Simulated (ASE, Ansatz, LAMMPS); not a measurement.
# Localised basis functions on twisted graphene double bilayer, 38.21° (56 atoms), part 2 of 2

Wanted: errors and times of a linear-scaling basis for twisted graphene double bilayer, 38.21° (56 atoms).

Ansatz 0.2.0; Kohn-Sham DFT, PBE+D3(BJ), PAW (set soft_2), plane waves.

The cell: 56 C. The cell is under 6 Å thick along two periodic directions. One k-point is far too coarse for the carbon or group-IV sheet, and it can put spurious forces of up to about 1 eV/Å on the sheet's atoms. Beside vacuum, support functions can miss their usual error bounds without a warning. Only the Γ point is sampled, in a cell whose shortest periodic width is 6 Å.

So far: Set-up; How the cell was made; Plane-wave single point; Distances and neighbours.

## 4. Distances and neighbours (continued)

A closer look about C19, picked at random: 10 atoms, nearest first, numbered in the order of the input, with positions taken from that point.

```csv
atom,x,y,z,distance (Å),bonds,Löwdin charge (e)
C19,0.00,0.00,0.00,0.00,3,0.04
C22,0.46,1.34,0.00,1.42,3,0.03
C16,-1.39,-0.27,0.00,1.42,3,0.03
C20,0.93,-1.07,0.00,1.42,3,0.03
C15,-2.32,0.81,0.00,2.46,3,0.04
C27,-1.86,-1.61,0.00,2.46,3,0.04
C25,1.86,1.61,0.00,2.46,3,0.04
C21,-0.46,2.42,0.00,2.46,3,0.04
C17,0.46,-2.42,0.00,2.46,3,0.04
C23,2.32,-0.81,0.00,2.46,3,0.04
```

The column of bonds counts only the pairs C-C within 1.82 Å; other neighbours, such as metal atoms beside each other in a compound, aren't counted, and periodic images can show an atom twice.

## 5. Support functions medium

The cell is solved in localised support functions.

This step: Kohn-Sham DFT, PBE+D3(BJ), PAW (set soft_2), localised support functions (medium) (Ansatz 0.2.0).

input.yaml reads:

```yaml
crystal:
  lattice:
    - [6.5085, 0.0, 0.0]
    - [-3.25425, 5.63653, 0.0]
    - [0.0, 0.0, 24.18]
  atoms:
    [... the 56 atom lines of step 3 ...]
kpoints:
  mp_grid: { grid: [1, 1, 1] }
hamiltonian:
  xc: pbe
  dispersion: d3bj
scf:
  occupations: { method: fermi_dirac, width: 0.05 }
  eigensolver: { kind: { support_functions: { accuracy: medium } } }
  mixing: { beta: 0.2 }
  max_iter: 150
output:
  forces: true
  eigenvalues: true
```

Launch:

```
> ansatz run input.yaml --threads 8 --pin off --max-ram 15872MiB --backend cpu --events-out ev --progress --plain --runs-dir out
```

Numbers of over 12 decimals in the logs are rounded to 6 here.

Output:

```text
Warning: scf.eigensolver.kind.support_functions: disabling space-group detection — the functions' gradient is summed over unrotated k-points, so no spatial operation reduces the k-mesh or symmetrises the density; time reversal is kept, so that k and −k are solved as one point where they differ and the mesh holds both, and exact exchange and, on two spinor components, a DFT+U term hold to it where the run has them: [...]
settings of this run that can trade accuracy for cost: scf.eigensolver.kind.support_functions [...]
[...]
Crystal: 56 atoms, lattice volume = 887.052 Å³
Basis set: ecut = 420 eV, 17313 PW (Γ), exchange–correlation on 90×90×324 points (8 copies of the dense FFT grid, shifted against one another)
Bands: 135, of which v1, the nominal top of the filled ones, is band 112 counted from 1 (111 counted from 0)
Symmetry: 1 space group operations
k-points: 1
[...]
SCF iter   1: F=—  HF=-14083.858053 eV  |F-HF|=—  |Δ(HF+E_count)|=         —  Δρ=7.92e-2  dr2=5.24e1  ethr=1.00e-1
[...]
SCF iter  18: F=-14073.509882 eV  HF=-14073.509879 eV  |F-HF|=2.99e-6  |Δ(HF+E_count)|=   1.17e-6  Δρ=1.16e-5  dr2=6.65e-7  ethr=6.08e-10
SCF 1 converged in 18 iterations: F = -14073.510383 eV  dr2 = 6.65e-7
[...]
SCF converged after 18 iterations
Stability not checked: this state was not tested for a lower state beside it, because the mixer in use, unlike msr1, does not test its closes by its own steps (another_mixer; see scf.mixing.algorithm and scf.lower_state_search)
Free energy (F): -14073.510383 eV
[...]
Internal energy: -14073.510383 eV  (E = F + TS)
E sigma→0 (E₀):  -14073.510383 eV
Fermi energy:    2.239379 eV
[...]
--- Forces (eV/Å), atoms counted from 1 ---
  atom   1  C     -0.00084218    -0.00233610    -0.04648942
  atom   2  C     -0.00198496     0.00012470    -0.02477508
  atom   3  C      0.00208415    -0.00148540    -0.04641811
  atom   4  C      0.00103761     0.00165250    -0.02479940
  atom   5  C      0.00177959    -0.00120566    -0.04678986
  atom   6  C     -0.00169783     0.00131688    -0.02479344
  atom   7  C     -0.00086549    -0.00188722    -0.04674568
  atom   8  C     -0.00209224     0.00153469    -0.02512215
  atom   9  C      0.00194021     0.00000737    -0.04646629
  atom  10  C      0.00089494     0.00229336    -0.02478236
  atom  11  C      0.00071321     0.00117748    -0.04673048
  atom  12  C      0.00156667    -0.00142853    -0.02479123
  atom  13  C     -0.00158547     0.00136257    -0.04645556
  atom  14  C     -0.00080165    -0.00114939    -0.02481045
[...]
atom  55  C      0.00188135    -0.00071638     0.02514941
  atom  56  C     -0.00111261     0.00142799     0.04673502
  max |Σ_I F_I| component: 1.61e-4 eV/Å
--- Band table (eV) ---
[...]
```

Wall time 37 s (8 threads of Intel Xeon Platinum 8259CL at 2.50GHz (Skylake/Cascade Lake), shared host); peak memory 2 GiB.

The program notes that the band table was not solved further than the SCF left it and it switched symmetry off.

Keys that differ from the reference: support_functions.accuracy = "medium", scf.max_iter = 150 and scf.mixing.beta = 0.2.

Forces differ from the reference by 0.22 meV/Å r.m.s.; the energy by -3.9 meV/atom. It took 37 s and 18 cycles; the reference's time can't be set against it, since the two runs asked for unlike analyses.

## 6. Cost against change

Each row is set against the plane-wave reference (Kohn-Sham DFT, PBE+D3(BJ), PAW (set soft_2), plane waves; r.m.s. force component 0.0168 eV/Å). Energies are set beside the reference only for runs with its functional, potentials and electron count. Times are for 8 threads of Intel Xeon Platinum 8259CL at 2.50GHz (Skylake/Cascade Lake), shared host. The reference's time includes the DOS and grids, which some other runs skip.

```
                     run  Δ force, r.m.s. (meV/Å)  Δ energy (meV/atom)  cycles   time  host memory (GiB)
               reference                        -                    -       8  8.2 s               0.88
support functions medium                    0.217                -3.87      18   37 s                2.0
```

## 7. Results

| Property | Result |
| --- | --- |
| free energy per atom | -251.3088 eV/atom |
| r.m.s. force component | 0.01679 eV/Å |
| potential in mid-vacuum, over the Fermi level | 4.086 eV |
| wall time of the 2 DFT runs | 46 s |

The setting support functions medium changes forces by 0.22 meV/Å r.m.s. At 56 atoms the run with support functions medium takes roughly 4.6 times the time of plane waves (whose run also made extra analyses, so the like-for-like ratio is larger), in 18 SCF cycles against 8. Differences between support functions and plane waves include what basis error the plane-wave run still has.

No gap is quoted: the bands of a honeycomb sheet meet or nearly meet at one point of the zone, so the spacing of levels depends on whether the mesh holds it and on how the neighbours disturb the sheet. The potential stands 4.09 eV above the Fermi level over the upper face and 4.09 eV under the lower one, a reading of the work function, with no dipole correction. The Fermi level falls in a spacing of 6.6 eV between levels, so it is uncertain by that much. Counting bonds as in the table, all C atoms have 3 bonded neighbours.

[Logs are printed without paths, hosts, clocks, repeated set-up lines and the standing remarks that a program may print on its own settings, such as how far it seeks lower states.]

[Hosts, paths, dates, database ids (printed as entryN), source tags and the programs' standing remarks are cut or masked in the printed files.]
